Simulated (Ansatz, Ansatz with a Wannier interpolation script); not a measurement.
An input for Ansatz 0.2.0 (Cs2PdCl4 (P4/mmm)):

```yaml
crystal:
  lattice:
    - [7.4158, 0.0, 0.0]
    - [0.0, 7.4158, 0.0]
    - [0.0, 0.0, 4.6792]
  atoms:
    - { symbol: Cs, position: [0.0, 0.5, 0.5] }
    - { symbol: Cs, position: [0.5, 0.0, 0.5] }
    - { symbol: Pd, position: [0.0, 0.0, 0.0] }
    - { symbol: Cl, position: [0.221, 0.221, 0.0] }
    - { symbol: Cl, position: [0.779, 0.221, 0.0] }
    - { symbol: Cl, position: [0.779, 0.779, 0.0] }
    - { symbol: Cl, position: [0.221, 0.779, 0.0] }
kpoints:
  mp_grid: { grid: [2, 2, 4] }
hamiltonian:
  xc: lda
  pseudopotentials: { kind: paw, azcp: { folder: soft_1 }, xc_functional: pbe }
scf:
  occupations: { method: fixed }
gw:
  n_empty_bands: 768
  ecut_chi: 120.0
  qp_bands: [v16, c1]
  screening: { model: contour_deformation }
```

```sh
ansatz run input.yaml --threads 4 --pin off --max-ram 18432MiB --backend cpu --events-out ev --progress --plain --runs-dir out
```

Q: Estimate wall time and host memory on 4 threads of Arm Neoverse V2, shared host.

It took 14 min; on shared hardware allow 7 min to 28 min. Peak host memory was 4.7 GiB. The sizes that set the cost: 5047 plane waves a state, 9 irreducible k points, 800 bands summed, 769 plane waves in the screening and 10 SCF cycles.

The screening grows as filled bands × empty bands × pairs of k points, times the square of the screening basis for the matrix.

[Paths, hosts, dates, memory and timing lines, banners, echoed tables and standing remarks are left out of the program output.]

[Logs are printed without paths, hosts, clocks, repeated set-up lines and the standing remarks that a program may print on its own settings, such as how far it seeks lower states.]

[Runs of the session that timed out or met a known fault of the program may be left out.]

[Hosts, paths, dates, database ids (printed as entryN), source tags and the programs' standing remarks are cut or masked in the printed files.]
